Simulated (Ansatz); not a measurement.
# Phonons of ZnS (Wurtzite-2H, P6_3mc) against volume, part 3 of 3

Aim: how do the optical modes of ZnS (Wurtzite-2H, P6_3mc) move with volume?

Ansatz 0.2.0; DFT PBE, scalar-relativistic, plane waves, PAW; PAW set soft_1.

So far, mean high-frequency dielectric constant: step 4 (modes at rest) 5.86.

The database entry behind the starting cell differs from later determinations by our own check (about 0.4 % short), so it need not match the best structure at ambient conditions.

### Step 6. Modes of this member: 1.06 times the volume at rest

The zone-centre modes follow for 1.06 times the volume at rest, with the response to a field.

input.yaml

```yaml
crystal:
  lattice:
    - [3.9222856151, 0.0, 0.0]
    - [-1.9611428076, 3.3967989836, 0.0]
    - [0.0, 0.0, 6.424017845]
  atoms:
    - { symbol: S, position: [0.3333333333, 0.6666666667, 0.3800311348] }
    - { symbol: S, position: [0.6666666667, 0.3333333333, 0.8800311348] }
    - { symbol: Zn, position: [0.3333333333, 0.6666666667, 0.0049688652] }
    - { symbol: Zn, position: [0.6666666667, 0.3333333333, 0.5049688652] }
kpoints:
  mp_grid: { grid: [12, 12, 8] }
hamiltonian:
  xc: pbe
  pseudopotentials: { kind: paw, azcp: { folder: soft_1 } }
scf:
  occupations: { method: fixed }
output:
  eigenvalues: true
phonons:
  method: dfpt
  dielectric: true
  rigid_motions: translations
```

Run with:

```bash
$ ansatz run input.yaml --threads 8 --pin off --max-ram 16384MiB --backend cpu --events-out ev --progress --plain --runs-dir out
```

Numbers of over 12 decimals in the logs are rounded to 6 here.

Log:

```text
[...]
Crystal: 4 atoms, lattice volume = 85.589 Å³
Basis set: ecut = 420 eV, 1713 PW (Γ), exchange–correlation on 54×54×96 points (8 copies of the dense FFT grid, shifted against one another)
Bands: 22, of which v1, the nominal top of the filled ones, is band 18 counted from 1 (17 counted from 0)
Symmetry: 12 space group operations
k-points: 320 of 1152 (irreducible under 2 space group operations, time reversal used)
[...]
SCF iter   1: F=—  HF=-8445.593274 eV  |F-HF|=—  |Δ(HF+E_count)|=         —  Δρ=4.11e-2  dr2=8.39e-1  ethr=3.10e-3  ⟨swp⟩=5.2  Hψ=35079  notcnv=0  defer=609
[...]
SCF iter  11: F=-8445.404382 eV  HF=-8445.404382 eV  |F-HF|=2.18e-11  |Δ(HF+E_count)|=  4.09e-10  Δρ=1.97e-7  dr2=2.57e-11  ethr=1.00e-12  ⟨swp⟩=10.5  Hψ=53702  notcnv=0
SCF 1 converged in 11 iterations: F = -8445.404382 eV  dr2 = 2.57e-11
[...]
Bands: 19, of which v1, the nominal top of the filled ones, is band 18 counted from 1 (17 counted from 0)
k-points: 168 of 1152 (irreducible under 4 space group operations, time reversal used)
[...]
Eigensolver: Dense (168 Hₖ)
SCF iter   1: F=—  HF=-8445.400798 eV  |F-HF|=—  |Δ(HF+E_count)|=         —  Δρ=1.15e-4  dr2=3.24e-6  ethr=1.00e-1
[...]
SCF iter   4: F=-8445.400799 eV  HF=-8445.400799 eV  |F-HF|=3.46e-8  |Δ(HF+E_count)|=   5.82e-7  Δρ=6.81e-6  dr2=9.12e-9  ethr=1.45e-10
SCF 1 converged in 4 iterations: F = -8445.400799 eV  dr2 = 9.12e-9
[...]
SCF converged after 11 iterations
Free energy (F): -8445.404382 eV
[...]
Internal energy: -8445.404382 eV  (E = F + TS)
E sigma→0 (E₀):  -8445.404382 eV
Fermi energy:    4.779335 eV
[...]
--- Band table (eV; the first three rows and the last of 320) ---
  k-point 0: bands = [... 14 lower, 4.0021, 4.7207, 4.7793, 4.7793, 6.6040, 7.7084, 11.1099, 11.1099]
  k-point 1: bands = [... 14 lower, 4.0294, 4.3713, 4.7471, 4.7471, 6.9235, 7.7446, 11.1315, 11.1315]
  k-point 2: bands = [... 14 lower, 4.1082, 4.1082, 4.6568, 4.6568, 7.4992, 7.8455, 11.0354, 11.2034]
  k-point 319: bands = [... 14 lower, 2.5646, 2.5646, 3.5229, 3.5229, 9.1073, 9.1073, 10.9729, 10.9729]
[...]
ASR residual: 1.503e-4 → 0.000e0 eV/Å²; symmetrization residual: 1.019e-5 eV/Å²
  ASR residual per site (eV/Å²): 1.50e-4 1.50e-4 1.36e-4 1.36e-4
[...]
ε∞ (high-frequency dielectric tensor):
        5.879202     0.000000    -0.000000
        0.000000     5.879202    -0.000000
       -0.000000    -0.000000     5.981104
  ε⁰ (static dielectric tensor: ions relaxed, cell fixed):
        9.857896     0.000000    -0.000000
        0.000000     9.857896     0.000000
       -0.000000     0.000000    10.645798
  ε⁰ − ε∞ (ionic part):
        3.978694     0.000000    -0.000000
        0.000000     3.978694     0.000000
       -0.000000     0.000000     4.664694
[...]
Born effective charges Z* (e; rows j = field, columns β = displacement):
    site 0:
        -2.04052   -0.00000    0.00000
        -0.00000   -2.04052    0.00000
        -0.00000    0.00000   -2.14052
    site 1:
        -2.04052   -0.00000   -0.00000
        -0.00000   -2.04052    0.00000
         0.00000   -0.00000   -2.14052
    site 2:
         2.04052    0.00000   -0.00000
         0.00000    2.04052    0.00000
        -0.00000    0.00000    2.14052
    site 3:
         2.04052    0.00000    0.00000
         0.00000    2.04052   -0.00000
        -0.00000   -0.00000    2.14052
  Z* charge neutrality: 9.622e-4 e pre-enforcement
  solved inside a basis spanned on kpoints, on 12×12×8 k-points, its susceptibility summed on 20×20×12: ε∞ is read to err by 1.7e-2, Z* by 1.4e-2 e (field_mesh: kpoints solves on kpoints); Z* is corrected for what the basis lacks
  optical modes at Γ without the LO–TO term, one row a degenerate level:
      ω (cm⁻¹)  modes    IR ((D/Å)²/amu)
         73.29      2             0.0000
        177.02      1             0.0000
        229.13      1             9.8279
        236.51      2            17.8621
        239.56      2             0.0000
        296.26      1             0.0000
  optical modes at Γ + LO–TO along q̂ = [1.0000, 0.0000, 0.0000]:
      ω (cm⁻¹)  modes    IR ((D/Å)²/amu)
         73.29      2             0.0000
        177.02      1             0.0000
        229.13      1             9.8279
        236.51      1             8.9310
        239.56      2             0.0000
        296.26      1             0.0000
        306.26      1             8.9310
  optical modes at Γ + LO–TO along q̂ = [0.0000, 1.0000, 0.0000]:
      ω (cm⁻¹)  modes    IR ((D/Å)²/amu)
         73.29      2             0.0000
        177.02      1             0.0000
        229.13      1             9.8279
        236.51      1             8.9310
        239.56      2             0.0000
        296.26      1             0.0000
        306.26      1             8.9310
  optical modes at Γ + LO–TO along q̂ = [0.0000, 0.0000, 1.0000]:
      ω (cm⁻¹)  modes    IR ((D/Å)²/amu)
         73.29      2             0.0000
        177.02      1             0.0000
        236.51      2            17.8621
        239.56      2             0.0000
        296.26      1             0.0000
        305.70      1             9.8279
```

Wall time 2.4 min (8 threads of Intel Xeon at 2.70GHz, shared host); peak memory 2.9 GiB; 15 min of CPU time.

This step gave:

| Item | Value |
| --- | --- |
| sum-rule residual before enforcement | 1.50e-4 eV/Å² |
| miss of the charge sum rule | 9.62e-4 e |
| estimated error of the dielectric tensor | 0.01708 |
| estimated error of the Born charges | 0.01373 e |
| highest optical mode at the zone centre (no LO-TO term) | 296.3 cm⁻¹ |
| lowest optical zone-centre mode | 73.29 cm⁻¹ |
| mean high-frequency dielectric constant | 5.913 |
| largest Born charge (third of the trace) | -2.074 e |
| mean static dielectric constant | 10.12 |
| top of the zone-centre spectrum with the field | 306.3 cm⁻¹ |

Without the LO-TO term. Patterns of degenerate modes are one choice out of their space. Modes at Γ, with each element's share of the kinetic energy:

```csv
mode,frequency (cm⁻¹),symmetry,S %,Zn %
1,0.0,acoustic,33,67
2,0.0,acoustic,33,67
3,0.0,acoustic,33,67
4,73.3,E2,22,78
5,73.3,E2,22,78
6,177.0,B1,1,99
7,229.1,A1,67,33
8,236.5,E1,67,33
9,236.5,E1,67,33
10,239.6,E2,78,22
11,239.6,E2,78,22
12,296.3,B1,99,1
```

Transverse modes. Infrared lines, with heights relative to the strongest:

```csv
position (cm⁻¹),label,relative intensity
73,E2,0.0
177,B1,0.0
229,A1,55
236,E1,100
240,E2,0.0
296,B1,0.0
```

Without the LO-TO term the lowest optical mode is real, 73.3 cm⁻¹, and the highest lies at 296.3 cm⁻¹.

### Step 7. A member of the series: 0.9 times the volume at rest

The cell is set to 0.9 times the volume at rest, and shape and atoms relax at that volume.

input.yaml, the sections that differ from step 6:

```yaml
crystal:
  lattice:
    - [3.7088372747, 0.0, 0.0]
    - [-1.8544186373, 3.2119472984, 0.0]
    - [0.0, 0.0, 6.1002306367]
  atoms:
    - { symbol: S, position: [0.3333333333, 0.6666666667, 0.3792047639] }
    - { symbol: S, position: [0.6666666667, 0.3333333333, 0.8792047639] }
    - { symbol: Zn, position: [0.3333333333, 0.6666666667, 0.0057952361] }
    - { symbol: Zn, position: [0.6666666667, 0.3333333333, 0.5057952361] }
output:
  forces: true
  stress: true
  eigenvalues: true
relax:
  adjacent_minimum: "off"
  f_tol: 0.001
  max_steps: 60
  cell: { stress_tol: 0.01, fix: [volume] }
# kpoints, hamiltonian, scf: as in step 6
# phonons: removed
```

Log:

```text
[...]
Crystal: 4 atoms, lattice volume = 72.670 Å³
Basis set: ecut = 420 eV, 1401 PW (Γ), exchange–correlation on 50×50×90 points (8 copies of the dense FFT grid, shifted against one another)
Bands: 22, of which v1, the nominal top of the filled ones, is band 18 counted from 1 (17 counted from 0)
Symmetry: 12 space group operations
[...]
k-points: 95 of 1152 (time reversal used)
[...]
--- Relaxed structure (5 steps of the walk, 5 accepted, 1 SCFs on fresh bases) ---
[...]
cell:  # Å, volume = 72.6695 Å³
    - [3.707436, -2.8856609794362695e-11, 0]
    - [-1.853718, 3.210734, 0]
    - [0, 0, 6.104843]
  atoms:
    - { symbol: S, position: [0.333333, 0.666667, 0.379024] }
    - { symbol: S, position: [0.666667, 0.333333, 0.879024] }
    - { symbol: Zn, position: [0.333333, 0.666667, 0.00597558] }
    - { symbol: Zn, position: [0.666667, 0.333333, 0.505976] }
[key lines of the parts left out:]
SCF converged after 6 iterations
Free energy (F): -8445.250464 eV
Fermi energy:    6.918314 eV
P = ⅓ Tr σ = 9.1870 GPa (91.870 kbar)
```

Wall time 14 s (8 threads); peak memory 0.62 GiB; 95 s of CPU time.

Little changed from the start: no atom moved by 0.005 Å and no cell edge by 0.1 %.

This step gave:

* pressure: 9.187 GPa
* gap on the k-mesh: 2.537 eV
* volume per atom: 18.17 Å³

The largest force component left is 0.0022 meV/Å, at a pressure of 9.19 GPa.

### Step 8. Zone-centre modes of the member: 0.9 times the volume at rest

The zone-centre modes follow for 0.9 times the volume at rest, with the response to a field.

input.yaml, the sections that differ from step 7:

```yaml
crystal:
  lattice:
    - [3.7074359806, 0.0, 0.0]
    - [-1.8537179903, 3.2107337421, 0.0]
    - [0.0, 0.0, 6.1048428984]
  atoms:
    - { symbol: S, position: [0.3333333333, 0.6666666667, 0.3790244182] }
    - { symbol: S, position: [0.6666666667, 0.3333333333, 0.8790244182] }
    - { symbol: Zn, position: [0.3333333333, 0.6666666667, 0.0059755818] }
    - { symbol: Zn, position: [0.6666666667, 0.3333333333, 0.5059755818] }
output:
  eigenvalues: true
phonons:
  method: dfpt
  dielectric: true
  rigid_motions: translations
# kpoints, hamiltonian, scf: as in step 7
# relax: removed
```

Log:

```text
[...]
Crystal: 4 atoms, lattice volume = 72.670 Å³
Basis set: ecut = 420 eV, 1401 PW (Γ), exchange–correlation on 50×50×96 points (8 copies of the dense FFT grid, shifted against one another)
Bands: 22, of which v1, the nominal top of the filled ones, is band 18 counted from 1 (17 counted from 0)
Symmetry: 12 space group operations
k-points: 320 of 1152 (irreducible under 2 space group operations, time reversal used)
[...]
optical modes at Γ + LO–TO along q̂ = [1.0000, 0.0000, 0.0000]:
      ω (cm⁻¹)  modes    IR ((D/Å)²/amu)
[...]
optical modes at Γ + LO–TO along q̂ = [0.0000, 1.0000, 0.0000]:
      ω (cm⁻¹)  modes    IR ((D/Å)²/amu)
[...]
optical modes at Γ + LO–TO along q̂ = [0.0000, 0.0000, 1.0000]:
      ω (cm⁻¹)  modes    IR ((D/Å)²/amu)
[...]
313.13      2            14.0750
        322.73      2             0.0000
        369.05      1             7.8849
        372.87      1             0.0000
[key lines of the parts left out:]
SCF converged after 11 iterations
Free energy (F): -8445.250464 eV
Fermi energy:    6.918314 eV
```

Wall time 90 s (8 threads); peak memory 2.5 GiB.

Numbers from this step:

```
sum-rule residual before enforcement                    : 1.39e-4 eV/Å²
miss of the charge sum rule                             : 0.001303 e
estimated error of the dielectric tensor                : 0.01676
estimated error of the Born charges                     : 0.01312 e
highest optical mode at the zone centre (no LO-TO term) : 372.9 cm⁻¹
lowest optical zone-centre mode                         : 58.48 cm⁻¹
mean high-frequency dielectric constant                 : 5.861
largest Born charge (third of the trace)                : -1.847 e
mean static dielectric constant                         : 8.058
top of the zone-centre spectrum with the field          : 372.9 cm⁻¹
```

Without the LO-TO term. Patterns of degenerate modes are one choice out of their space. Modes at Γ, with each element's share of the kinetic energy:

```csv
mode,frequency (cm⁻¹),symmetry,S %,Zn %
1,0.0,acoustic,33,67
2,0.0,acoustic,33,67
3,0.0,acoustic,33,67
4,58.5,E2,27,73
5,58.5,E2,27,73
6,206.6,B1,6,94
7,312.0,A1,67,33
8,313.1,E1,67,33
9,313.1,E1,67,33
10,322.7,E2,73,27
11,322.7,E2,73,27
12,372.9,B1,94,6
```

Transverse modes. Lines of the infrared spectrum (strongest = 100):

```csv
position (cm⁻¹),relative intensity
58,0.0
207,0.0
312,56
313,100
323,0.0
373,0.0
```

Without the LO-TO term the lowest optical mode is real, 58.5 cm⁻¹, and the highest lies at 372.9 cm⁻¹.

### Step 9. The series together

The members are set side by side, also those not shown above.

Each row is one cell with its response, relaxed at fixed volume as far as symmetry leaves anything free; energies are extrapolated to zero smearing, and E0 is that at rest; the axis is the Cartesian z axis of the cell; shape and atoms are relaxed in each cell where symmetry leaves them free. State of the crystal along the series:

```csv
volume ratio,V (Å³/atom),pressure (GPa),E - E0 (meV/atom),first cell vector (Å),third cell vector (Å),gap on mesh (eV),ε∞ along the axis,"ε∞ across the axis, mean",ε0 along the axis,"ε0 across the axis, mean","largest Born charge in size, a third of the trace (e)","top mode with the field, highest of q along x, y and z (cm⁻¹)"
0.9,18.17,9.187,52.61,3.707,6.105,2.537,5.958,5.812,8.335,7.919,1.847,372.9
0.92,18.57,6.926,32.36,3.736,6.145,2.44,5.942,5.804,8.539,8.095,1.879,361.5
0.94,18.98,4.9,17.5,3.764,6.186,2.345,5.931,5.801,8.767,8.287,1.909,350.8
0.96,19.38,3.085,7.484,3.792,6.226,2.252,5.927,5.803,9.017,8.497,1.939,342.4
0.98,19.78,1.457,1.796,3.819,6.266,2.162,5.927,5.809,9.289,8.727,1.968,334.4
0.99,19.98,0.7068,0.4401,3.832,6.286,2.118,5.929,5.814,9.432,8.849,1.982,330.5
1,20.19,-0.003423,0,3.845,6.306,2.075,5.935,5.82,9.587,8.977,1.996,326.8
1.02,20.59,-1.314,1.688,3.871,6.345,1.989,5.943,5.835,9.905,9.248,2.022,319.5
1.04,20.99,-2.489,6.507,3.897,6.385,1.906,5.96,5.855,10.26,9.541,2.049,312.7
1.06,21.4,-3.544,14.13,3.922,6.424,1.825,5.981,5.879,10.65,9.858,2.074,306.3
```

Without the LO-TO term; each mode is tracked from rest by its pattern, and modes that stay within 0.3 cm⁻¹ of each other stand once; shape and atoms are relaxed in each cell where symmetry leaves them free. Optical modes along the series:

```csv
V (Å³/atom),mode 4 E2 (cm⁻¹),mode 6 B1 (cm⁻¹),mode 7 A1 (cm⁻¹),mode 8 E1 (cm⁻¹),mode 10 E2 (cm⁻¹),mode 12 B1 (cm⁻¹)
18.17,58.48,206.6,312,313.1,322.7,372.9
18.57,61.75,202.6,300.1,302.3,311,361.5
18.98,64.5,198.7,288.6,291.9,299.7,350.6
19.38,66.77,194.9,277.6,281.9,288.8,340.3
19.78,68.66,191.3,267.1,272.2,278.2,330.6
19.98,69.47,189.5,262.1,267.4,273.1,325.9
20.19,70.21,187.7,257.1,262.8,268.1,321.4
20.59,71.47,184.1,247.5,253.7,258.2,312.6
20.99,72.49,180.6,238.2,245,248.7,304.2
21.4,73.29,177,229.1,236.5,239.6,296.3
```

From cubic fits (parabolas where under five rows exist) of ln ω and P against ln V through the rows within about 4 % of rest: γ = −d ln ω / d ln V and dω/dP = γ ω / B. Slopes at rest:

```csv
mode,fitted frequency at rest (cm⁻¹),Grüneisen parameter γ,dω/dP (cm⁻¹/GPa)
mode 4 E2,70.2,-0.99,-1.01
mode 6 B1,187.7,0.95,2.58
mode 7 A1,257.1,1.9,7.09
mode 8 E1,262.8,1.75,6.68
mode 10 E2,268.1,1.87,7.24
mode 12 B1,321.4,1.4,6.5
```

### Step 10. Results

| Property | Result |
| --- | --- |
| members | 10 |
| highest optical mode at the zone centre (no LO-TO term), at rest | 321.4 cm⁻¹ |
| bulk modulus at rest | 69.1 GPa |
| mode 7 A1, γ | 1.90 |
| mode 8 E1, γ | 1.75 |
| mode 10 E2, γ | 1.87 |
| mode 12 B1, γ | 1.40 |

In words: The series spans -3.5 to 9.2 GPa, and the slope at rest gives a bulk modulus of 69 GPa. Among the modes in the table of slopes γ runs from -0.99 (mode 4 E2) to 1.90 (mode 7 A1). A negative γ means that the mode softens under pressure. ε∞ along z is 5.93 at rest, with d ln ε∞ / d ln V = 0.07. One k mesh and one cutoff serve the ground states and modes of all volumes; the field response picks its own mesh. These are harmonic frequencies at zero temperature: anharmonic shifts, linewidths and thermal expansion are left out. Only the zone centre was solved, so an instability at another wavevector cannot show here.

[Logs are printed without paths, hosts, clocks, repeated set-up lines and the standing remarks that a program may print on its own settings, such as how far it seeks lower states.]

[Hosts, paths, dates, database ids (printed as entryN), source tags and the programs' standing remarks are cut or masked in the printed files.]
